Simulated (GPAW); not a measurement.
**MoS2 (R3m): refractive index against wavelength**

The refractive index of MoS2 (R3m) along x below the direct gap (1.84 eV on the mesh) is read from one computed spectrum, n = √(Re ε). x, y and z are the Cartesian axes of the input cell.

It takes space group R3m (No. 160, trigonal). The conventional cell has a = 3.160 Å, b = 3.160 Å, c = 18.450 Å, α = 90.00°, β = 90.00°, γ = 120.00°. Around Mo on site a lie 6 S at 2.39 Å. S on site a is surrounded by 3 Mo at 2.39 Å. S on site a has 3 Mo at 2.39 Å as nearest neighbours.

Method: GPAW 26.7.0, PBE, RPA, k-mesh 13×13×13, local fields up to 60 eV, Lorentzian half width 0.15 eV.

Launch of the response step: `OMP_NUM_THREADS=1 python df.py`. The run took 22.8 min, its band step included, on 1 thread of Arm Neoverse V2, on a shared host.

```tsv
wavelength (nm)	photon energy E (eV)	n
3000	0.413	3.7241
2000	0.620	3.7594
1550	0.800	3.8044
1310	0.946	3.8526
1064	1.165	?
```

In the single-oscillator model n² − 1 = E₀E_d/(E₀² − E²), so 1/(n² − 1) = E₀/E_d − E²/(E₀E_d) is linear in E².

Working, on the rows shown:

| x = E² (eV²) | y = 1/(n² − 1) |
| --- | --- |
| 0.170801 | 0.0777066 |
| 0.384302 | 0.0761436 |
| 0.639837 | 0.07422 |
| 0.895757 | 0.0722411 |

Means: x̄ = 0.52267, ȳ = 0.075078. Σ(x − x̄)(y − ȳ) = -0.002231, Σ(x − x̄)² = 0.2959. Slope = -0.002231 / 0.2959 = -0.007541; intercept = ȳ − slope · x̄ = 0.079019. Turned back into n, the line misses the rows shown by at most 0.00061.

Q: Fill in the last column of the withheld row.

A: At x = 1.3578 the line gives y = 0.06878, that is 3.9420. The run gave 3.9502, so the extrapolation is off by 0.0082, 4 % of the range in the table.

Refitted with all rows, the slope is -0.00778 and the intercept 0.079123. These give E₀ = √(intercept/−slope) = 3.19 eV and E_d = E₀/intercept = 40.3 eV; E₀ is 1.7 times the direct gap. The electronic limit at long wavelengths, without lattice vibrations, is n = √(1 + 1/intercept) = 3.693. Excitons are left out; PBE gaps are as a rule too small. The values come from a sum over the points of one k-mesh and carry its error, which grows as the direct gap shrinks. This version of GPAW has incomplete matrix elements in the optical limit, which can lower ε − 1 by up to a tenth where first-row anions or d states rule. Spin-orbit coupling is left out.

[Logs are printed without paths, hosts, clocks, repeated set-up lines and the standing remarks that a program may print on its own settings, such as how far it seeks lower states.]
